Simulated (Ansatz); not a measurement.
# C on W(110): change of the work function, part 4 of 4

How does C on the hollow site change the work function of W(110) as the layer fills?

Ansatz 0.2.0; plane-wave DFT, PBE, Ansatz PAW.

So far, work function, upper face (eV): step 2 (the clean slab) 4.84; step 3 (37 atoms, coverage 0.111 ML, cell 3x3) 4.97; step 4 (17 atoms, coverage 0.25 ML, cell 2x2) 5.24.

## (5) Adsorbate added, k-mesh 6×6×1, coverage 0.5 ML (continued)

The density of states has structure finer than the step of the table below, so its rows give means over 0.5 eV. Peaks (eV: height): -3.28: 29.3, -3.10: 26.6, -2.98: 33.6, -2.80: 27.7, -2.50: 31.7, -2.14: 26.6, -2.02: 28.1.

Table of density of states by energy, zero at the Fermi level; means over each step:

| energy (eV) | density of states (states/eV a cell) |
| --- | --- |
| -7.5 | 1.24 |
| -7.0 | 2.03 |
| -6.5 | 2.77 |
| -6.0 | 7.50 |
| -5.5 | 10.6 |
| -5.0 | 13.4 |
| -4.5 | 17.2 |
| -4.0 | 12.9 |
| -3.5 | 14.7 |
| -3.0 | 24.2 |
| -2.5 | 19.8 |
| -2.0 | 22.4 |
| -1.5 | 19.4 |
| -1.0 | 13.7 |
| -0.5 | 11.6 |
| 0.0 | 10.0 |
| 0.5 | 11.5 |
| 1.0 | 14.9 |
| 1.5 | 19.9 |

The relaxation took 11 steps and lowered the energy by 5.1 eV; the largest force on the free atoms ends at 0.0037 eV/Å.

The covered face has 5.93 eV, +1.09 eV against the clean one; the bare back face has moved by -0.03 eV, a measure of how thin the slab is.

## (6) The covered slab, k-mesh 12×12×1, coverage 1 ML

System of this step: W4C (C/W(110)). The cell holds 5 atoms: 4 W and 1 C. Its edges and angles: a = 2.737 Å, b = 2.737 Å, c = 26.623 Å, α = 90.0°, β = 90.0°, γ = 70.5°. Vacuum lies along c.

Another coverage, to see how the dipoles act on each other as their distance changes.

input.yaml

```yaml
crystal:
  lattice:
    - [2.2344574285, -1.58, 0.0]
    - [2.2344574285, 1.58, 0.0]
    - [0.0, 0.0, 26.6226796578]
  atoms:
    - { symbol: W, position: [0.0, 0.0, 0.3380576304] }
    - { symbol: W, position: [0.5, 0.5, 0.4219882286] }
    - { symbol: W, position: [0.0, 0.0, 0.5073415925] }
    - { symbol: W, position: [0.5, 0.5, 0.5896837502] }
    - { symbol: C, position: [0.84, 0.84, 0.6619423696] }
kpoints:
  mp_grid: { grid: [12, 12, 1] }
hamiltonian:
  xc: pbe
scf:
  occupations: { method: fermi_dirac, width: 0.1 }
  convergence: { dr2_threshold: 1.0e-08 }
efield:
  axis: 3
  dipole_correction: true
  ramp_position: 0.97
  ramp_width: 0.06
relax:
  f_tol: 0.02
  max_steps: 60
  constraints: [{ sites: [0, 1] }]
output:
  write_potential: true
  write_density: true
  volumetric_format: npy
```

Run with:

```sh
ansatz run input.yaml --threads 4 --pin off --max-ram 16384MiB --backend cpu --events-out ev --progress --plain --runs-dir out
```

Standard output:

```text
[...]
Crystal: 5 atoms, lattice volume = 187.980 Å³
Basis set: ecut = 420 eV, 3739 PW (Γ), exchange–correlation on 40×40×360 points (8 copies of the dense FFT grid, shifted against one another)
Bands: 36, of which v1, the nominal top of the filled ones, is band 30 counted from 1 (29 counted from 0)
Symmetry: 2 space group operations
[...]
F+E_penalty+E_count = -41786.01619540 eV   max|allowed force component| = 1.275e-3 eV/Å
  atoms:
    - { symbol: W, position: [0.0, 0.0, 0.338058] }
    - { symbol: W, position: [0.500000, 0.500000, 0.4219882286] }
    - { symbol: W, position: [0.00307662, 0.00307662, 0.506557] }
    - { symbol: W, position: [0.510318, 0.510318, 0.595420] }
    - { symbol: C, position: [0.878555, 0.878555, 0.635000] }
[key lines of the parts left out:]
SCF converged after 5 iterations
Free energy (F): -41786.016195 eV
Fermi energy:    4.605081 eV
Dipole field:    D = -0.034755 V/Å  (p = -0.036105 e·Å, saw-weighted, corrected)
Work function:   Φ+ = 5.8130 eV   Φ− = 4.8877 eV
```

Elapsed: 61 s, on 4 threads of Arm Neoverse V1, shared host; peak memory 0.59 GiB; 4 min of CPU time.

The steps of the relaxation:

| step | energy less that of the first step (eV) | largest force component (eV/Å) |
| --- | --- | --- |
| 1 | 0.0000 | 2.8731 |
| 2 | -0.7965 | 2.5363 |
| 3 | -1.6412 | 2.4565 |
| 4 | -1.6845 | 3.4120 |
| 5 | -1.9613 | 0.6788 |
| 6 | -1.9876 | 0.0353 |
| 7 | -1.9879 | 0.0327 |
| 8 | -1.9880 | 0.0013 |

Forces are held to the 2 operations that the program found; a distortion that breaks them can't arise in this run.

The atoms that moved most (Å):

| atom | dx | dy | dz | length |
| --- | --- | --- | --- | --- |
| C5 | 0.172 | 0.000 | -0.717 | 0.738 |
| W4 | 0.046 | 0.000 | 0.153 | 0.160 |
| W3 | 0.014 | 0.000 | -0.021 | 0.025 |

Final coordinates:

```xyz
5
Lattice="2.2345 -1.5800 0.0000 2.2345 1.5800 0.0000 0.0000 0.0000 26.6227" Properties=species:S:1:pos:R:3
W     0.0000    0.0000    9.0000
W     2.2345    0.0000   11.2345
W     0.0137    0.0000   13.4859
W     2.2806    0.0000   15.8517
C     3.9262    0.0000   16.9054
```

Running mean over 2.234 Å of the planar mean; the ramp of the sawtooth is left out. The electron's electrostatic potential energy less the Fermi level by z:

| z (Å) | electron's electrostatic potential energy less the Fermi level (eV) |
| --- | --- |
| 3.5 | 4.89 |
| 4.0 | 4.89 |
| 4.5 | 4.88 |
| 5.0 | 4.88 |
| 5.5 | 4.85 |
| 6.0 | 4.74 |
| 6.5 | 4.40 |
| 7.0 | 3.27 |
| 7.5 | -0.137 |
| 8.0 | -5.76 |
| 8.5 | -10.4 |
| 9.0 | -12.2 |
| 9.5 | -12.4 |
| 10.0 | -12.5 |
| 10.5 | -12.6 |
| 11.0 | -12.7 |
| 11.5 | -12.7 |
| 12.0 | -12.5 |
| 12.5 | -12.4 |
| 13.0 | -12.4 |
| 13.5 | -12.4 |
| 14.0 | -11.9 |
| 14.5 | -11.3 |
| 15.0 | -11.6 |
| 15.5 | -13.2 |
| 16.0 | -15.3 |
| 16.5 | -13.7 |
| 17.0 | -8.26 |
| 17.5 | -2.49 |
| 18.0 | 2.01 |
| 18.5 | 4.88 |
| 19.0 | 5.64 |
| 19.5 | 5.78 |
| 20.0 | 5.81 |
| 20.5 | 5.81 |
| 21.0 | 5.81 |
| 21.5 | 5.81 |
| 22.0 | 5.81 |
| 22.5 | 5.81 |
| 23.0 | 5.81 |
| 23.5 | 5.81 |

The relaxation took 8 steps and lowered the energy by 2.0 eV; the largest force on the free atoms ends at 0.0013 eV/Å.

The covered face has 5.81 eV, +0.97 eV against the clean one; the bare back face has moved by -0.01 eV, a measure of how thin the slab is.

## (7) Work function against coverage

This step: plane-wave DFT, PBE, Ansatz PAW; work function against coverage (Ansatz 0.2.0).

The runs are now put side by side.

This step gave:

- work function of the clean face: 4.845 eV
- largest change of the work function: 1.087 eV

Table of work function of the covered face by coverage:

| coverage (adsorbates/nm²) | work function of the covered face (eV) |
| --- | --- |
| 0.00 | 4.84 |
| 1.57 | 4.97 |
| 3.54 | 5.24 |
| 7.08 | 5.93 |
| 14.16 | 5.81 |

The dipole per adsorbate comes from the change of the cell's dipole. Coverage, by row:

| coverage (1/nm²) | coverage (ML) | work function (eV) | change (eV) | dipole per adsorbate, positive end outwards (debye) | mean height of the added atoms over the highest substrate atom (Å) |
| --- | --- | --- | --- | --- | --- |
| 1.573 | 0.1111 | 4.969 | 0.1246 | -0.222 | 1.011 |
| 3.541 | 0.25 | 5.235 | 0.3906 | -0.314 | 1.048 |
| 7.081 | 0.5 | 5.931 | 1.087 | -0.419 | 1.165 |
| 14.16 | 1 | 5.813 | 0.9683 | -0.184 | 1.054 |

## (8) What came out

* work function of the clean face: 4.84 eV
* work function at 0.11 ML: 4.97 eV
* work function at 0.25 ML: 5.24 eV
* work function at 0.5 ML: 5.93 eV
* work function at 1 ML: 5.81 eV
* dipole per adsorbate at 0.11 ML, positive end outwards: -0.22 D

In words: At the lowest coverage C changes the work function of W(110) by under 0.15 eV, within the error of so thin a slab; the largest change, +1.09 eV, comes at higher coverage. The slab has 4 layers, at the tabulated experimental lattice constant, one starting site was run, and quantum-size effects of a slab this thin can reach one or two tenths of an eV.

[Long decimals in the printed logs are rounded to 6 places.]

[Logs are printed without paths, hosts, clocks, repeated set-up lines and the standing remarks that a program may print on its own settings, such as how far it seeks lower states.]

[Hosts, paths, dates, database ids (printed as entryN), source tags and the programs' standing remarks are cut or masked in the printed files.]

[Maps of the electrostatic potential energy from Ansatz leave out the sawtooth potential of an applied field or a dipole correction, so their vacuum need not be flat; planar profiles and work functions include it.]

[The density of states shown here was stored with 400 of the rows of the run's finer table, so its peaks can read low, often by over a quarter, or be missed, and its means over a window can be off by a tenth or more.]
